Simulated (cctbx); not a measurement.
# X-rays or neutrons for the lightest atoms?

Cell a = 6.3180 Å, b = 6.3180 Å, c = 6.3180 Å, α = 90.00°, β = 90.00°, γ = 90.00°; space group Pm-3 (no. 200); content Hg1 Rb1 S6 N3. The heavier atoms are placed; N is still missing.

The data are simulated with cctbx, not measured: Mo Kα, λ = 0.71073 Å, to d = 0.7 Å, 70 % of the full sphere, strongest reflection 70000 counts, noise from counting, a 6 % proportional error and a noise floor of 15 counts (s.d.); no absorption.

Refinement without N (map in e/Å³):

```text
Rint 0.048, 165 unique reflections to 0.70 A
cycle     R1     wR2    GooF  max shift (A)
   1  0.0830  0.2566  13.418   0.00301
   2  0.0614  0.1472   7.701   0.00000
final R1 0.0614 wR2 0.1472 GooF 7.701  parameters 4  data/parameter 41.2
atom        x        y        z      Ueq    occ   su(xyz)  su(Uiso or U11)
Hg1    0.50000  0.50000  0.50000   0.0124  1.000  0.00000  0.0006
Rb1    0.00000  0.00000  0.00000   0.0196  1.000  0.00000  0.0008
S1     0.76412  0.50000  0.00000   0.0115  1.000  0.00049  0.0008
difference map: max 12.07 min -0.74 rms 0.69
Q1    0.5000  0.5000  0.5000    1   12.07  0.00 A from Hg1
Q2    0.0000  0.5000  0.5000    3   11.75  1.67 A from S1
Q3    0.0000  0.2786  0.5000    6    2.87  0.27 A from S1
Q4    0.0000  0.0000  0.0000    1    2.65  0.00 A from Rb1
Q5    0.1515  0.5000  0.5000    6    0.57  1.92 A from S1
Q6    0.0000  0.1373  0.1720   12    0.26  1.39 A from Rb1
Q7    0.2440  0.3361  0.5000   12    0.26  1.67 A from S1
Q8    0.0000  0.0754  0.3268   12    0.19  1.49 A from S1
```

Simulated single-crystal data (cctbx): neutrons of λ = 0.95 Å, to d = 0.8 Å, 70 % of the full sphere, strongest reflection 5000 counts, noise from counting, a 6 % proportional error and a noise floor of 15 counts (s.d.); no absorption.

Refinement without N (map in fm/Å³; only maxima are listed):

```text
Rint 0.071, 116 unique reflections to 0.80 A
cycle     R1     wR2    GooF  max shift (A)
   1  0.5166  0.7343  23.629   0.03986
   8  0.3996  0.6180  19.885   0.01466
final R1 0.3606 wR2 0.5809 GooF 18.694  parameters 4  data/parameter 29.0
atom        x        y        z      Ueq    occ   su(xyz)  su(Uiso or U11)
Hg1    0.50000  0.50000  0.50000   0.0111  1.000  0.00000  0.0046
Rb1    0.00000  0.00000  0.00000   0.2250  1.000  0.00000  0.1049
S1     0.75448  0.50000  0.00000   0.0101  1.000  0.00318  0.0064
difference map: max 20.54 min -5.24 rms 1.46
Q1    0.5000  0.5000  0.5000    1   20.54  0.00 A from Hg1
Q2    0.0000  0.5000  0.5000    3   17.92  1.61 A from S1
Q3    0.0000  0.0000  0.5000    3   16.24  1.55 A from S1
Q4    0.0000  0.0000  0.0000    1   13.17  0.00 A from Rb1
Q5    0.2486  0.2486  0.2486    8    5.36  2.23 A from S1
Q6    0.0000  0.5000  0.2817    6    5.26  2.12 A from S1
Q7    0.0000  0.0000  0.2158    6    5.08  1.36 A from Rb1
Q8    0.2150  0.5000  0.5000    6    4.93  1.80 A from Hg1
```

**Question.** Where is N, and which data fix it better?

N sits at (1/2, 1/2, 0). Adding it takes R1 from 0.061 to 0.012 with X-rays and from 0.361 to 0.018 with neutrons. Symmetry fixes its coordinates; the s.u. of its U is 0.0013 Å² with X-rays and 0.0003 Å² with neutrons. In the X-ray map Q2 marks it. In the neutron map Q2 marks it.

Final neutron refinement:

```text
Rint 0.071, 116 unique reflections to 0.80 A
cycle     R1     wR2    GooF  max shift (A)
   1  0.2042  0.4890  15.806   0.01058
   2  0.0184  0.0369   1.192   0.00008
final R1 0.0184 wR2 0.0369 GooF 1.192  parameters 5  data/parameter 23.2
atom        x        y        z      Ueq    occ   su(xyz)  su(Uiso or U11)
Hg1    0.50000  0.50000  0.50000   0.0149  1.000  0.00000  0.0002
Rb1    0.00000  0.00000  0.00000   0.0234  1.000  0.00000  0.0003
S1     0.76349  0.50000  0.00000   0.0144  1.000  0.00022  0.0003
N1     0.50000  0.50000  0.00000   0.0393  1.000  0.00000  0.0003
difference map: max 0.42 min -0.23 rms 0.07
Q1    0.0000  0.3291  0.5000    6    0.46  0.59 A from S1
Q2    0.0000  0.5000  0.2637    6    0.37  1.49 A from N1
Q3    0.0000  0.1450  0.5000    6    0.29  0.58 A from S1
Q4    0.0000  0.0000  0.1083    6    0.26  0.68 A from Rb1
Q5    0.5000  0.5000  0.5000    1    0.23  0.00 A from Hg1
Q6    0.0000  0.5000  0.5000    3    0.22  0.00 A from N1
```

This is a model crystal, built by substitution and not relaxed, with assumed displacement parameters.

[Middle refinement cycles are left out of these outputs.]

[Logs are printed without paths, hosts, clocks, repeated set-up lines and the standing remarks that a program may print on its own settings, such as how far it seeks lower states.]
